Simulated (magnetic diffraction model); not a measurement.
# Solving a magnetic structure from powder neutron data: Ce2BiSb2Pd9

Space group Cmcm (no. 63), a = 14.0010 Å, b = 8.0650 Å, c = 9.1670 Å.

```
site  atom       x       y       z
  4a    Bi       0       0       0
  8g    Ce  0.6555  0.3295     3/4
  8e    Sb  0.8220     1/2       0
  8g    Pd  0.9002  0.4544     3/4
  4c    Pd       0  0.8514     1/4
  8f    Pd       0  0.3296  0.4699
 16h    Pd  0.6687  0.3310  0.0907
```

This is a made-up structure (elements placed in a structure type, unrelaxed), so the numbers test the method and describe no known phase.

Only Ce is taken to order (form factors of Ce3+); orders and moment sizes are assumed, and not adapted to the symmetry. Radiation: neutrons of λ = 2.567 Å, 5° to 60°; isotropic B of 0.1 Å² (Bi), 0.14 Å² (Ce), 0.1 Å² (Sb) and 0.13 Å² (Pd). The intensities are simulated: I ∝ L Σ (|F_N|² + |F_M⊥|²) for unpolarised neutrons, with F_M = 2.695 fm/μB × Σ f(s) S exp(2πi Q·r) exp(−B s²) at Q = H ± k (one set where k and −k are equivalent), only the part normal to Q counting and L = 1/(sin²θ cos θ). For collinear order S is the moment m, which repeats by lattice and centring translations R with the sign exp(−2πi k·R). Form factors are spin-only for 3d ions and dipole or tabulated for f ions, scattering lengths are Sears's of 1992, and absorption is left out. A label names one of the reflections at its angle. The strongest nuclear line in the range is 100, and lines under 0.2 are left out.

Above the ordering temperature:

```
2θ (°)    index      I
 21.13  (2 0 0)   27.5
 21.17  (1 1 0)    0.3
 26.70  (1 1 1)   53.3
 32.52  (0 0 2)   41.2
 37.05  (3 1 0)    8.3
 37.12  (0 2 0)    2.8
 39.11  (2 0 2)    0.8
 39.13  (1 1 2)    9.9
 40.63  (3 1 1)    0.7
 40.70  (0 2 1)    4.6
 43.02  (4 0 0)    1.9
 43.10  (2 2 0)    7.3
 46.30  (2 2 1)    4.3
 50.12  (3 1 2)   21.1
 50.17  (0 2 2)    6.9
 54.57  (1 1 3)    1.1
 54.95  (4 0 2)  100.0
 55.02  (2 2 2)    9.1
 58.05  (5 1 0)   46.2
 58.18  (1 3 0)   30.6
```

Below it (cell unchanged):

| 2θ (°) | I |
| --- | --- |
| 8.03 | 119.7 |
| 21.13 | 27.5 |
| 21.17 | 0.3 |
| 22.64 | 4.2 |
| 22.67 | 6.4 |
| 24.25 | 12.9 |
| 26.70 | 53.3 |
| 32.38 | 2.0 |
| 32.40 | 6.0 |
| 32.52 | 41.2 |
| 37.05 | 8.3 |
| 37.12 | 2.8 |
| 37.98 | 15.0 |
| 38.04 | 0.5 |
| 39.11 | 0.8 |
| 39.13 | 9.9 |
| 40.63 | 0.7 |
| 40.70 | 4.6 |
| 40.98 | 4.4 |
| 43.02 | 1.9 |
| 43.10 | 7.3 |
| 43.84 | 4.0 |
| 43.92 | 0.6 |
| 44.78 | 11.6 |
| 44.83 | 2.2 |
| 46.30 | 4.3 |
| 46.55 | 0.9 |
| 46.57 | 3.5 |
| 49.99 | 3.0 |
| 50.06 | 0.7 |
| 50.12 | 21.1 |
| 50.17 | 6.9 |
| 54.57 | 1.1 |
| 54.95 | 100.0 |
| 55.02 | 9.1 |
| 56.42 | 7.7 |
(The table stops after 36 lines; 6 more lie at higher angle.)

**Question.** Find the propagation vector, then choose among these models:
A. collinear moments along [010], 1.5 μB on Ce; signs + at (0.6555, 0.3295, 3/4), − at (0.8445, 0.1705, 1/4), − at (0.6555, 0.6705, 1/4), + at (0.8445, 0.8295, 3/4)
B. collinear moments along [100], 1.5 μB on Ce; signs + at (0.6555, 0.3295, 3/4), + at (0.8445, 0.1705, 1/4), + at (0.6555, 0.6705, 1/4), + at (0.8445, 0.8295, 3/4)
C. collinear moments along [100], 1.5 μB on Ce; signs + at (0.6555, 0.3295, 3/4), − at (0.8445, 0.1705, 1/4), − at (0.6555, 0.6705, 1/4), + at (0.8445, 0.8295, 3/4)
D. collinear moments along [010], 1.5 μB on Ce; signs + at (0.6555, 0.3295, 3/4), + at (0.8445, 0.1705, 1/4), + at (0.6555, 0.6705, 1/4), + at (0.8445, 0.8295, 3/4)

The new lines index as (0 0 1/2) at 8.03°, (2 0 1/2) at 22.64°, (1 1 1/2) at 22.67° and (0 0 3/2) at 24.25°, that is as H ± k with k = (0 0 3/2). Half indices mean that the moments reverse under translations with k·R a half-integer, and the magnetic cell has twice the primitive volume.

Magnetic intensity, observed (below minus above) and for each model:

| 2θ (°) | index | observed | A | B | C | D |
| --- | --- | --- | --- | --- | --- | --- |
| 22.64 | (2 0 1/2) | 4.2 | 4.2 | 0.5 | 0.5 | 4.2 |
| 22.67 | (1 1 1/2) | 6.4 | 6.4 | 14.5 | 14.5 | 6.4 |
| 37.98 | (3 1 1/2) | 15.0 | 15.0 | 5.6 | 5.6 | 15.0 |
| 38.04 | (0 2 1/2) | 0.5 | 0.5 | 10.3 | 10.3 | 0.5 |
| 43.84 | (4 0 1/2) | 4.0 | 4.0 | <0.2 | <0.2 | 4.0 |
| 44.78 | (3 1 3/2) | 11.6 | 11.6 | 6.7 | 6.7 | 11.6 |
| 44.83 | (0 2 3/2) | 2.2 | 2.2 | 7.3 | 7.3 | 2.2 |
| 58.84 | (1 3 1/2) | <0.2 | <0.2 | 2.5 | 2.5 | <0.2 |

Models A and D match alike on every line, so these data can't choose among them (such ties are often domains of one structure).

The structure used: k = (0 0 3/2), collinear moments along [010], 1.5 μB on Ce; signs + at (0.6555, 0.3295, 3/4), + at (0.8445, 0.1705, 1/4), + at (0.6555, 0.6705, 1/4), + at (0.8445, 0.8295, 3/4).

[Logs are printed without paths, hosts, clocks, repeated set-up lines and the standing remarks that a program may print on its own settings, such as how far it seeks lower states.]
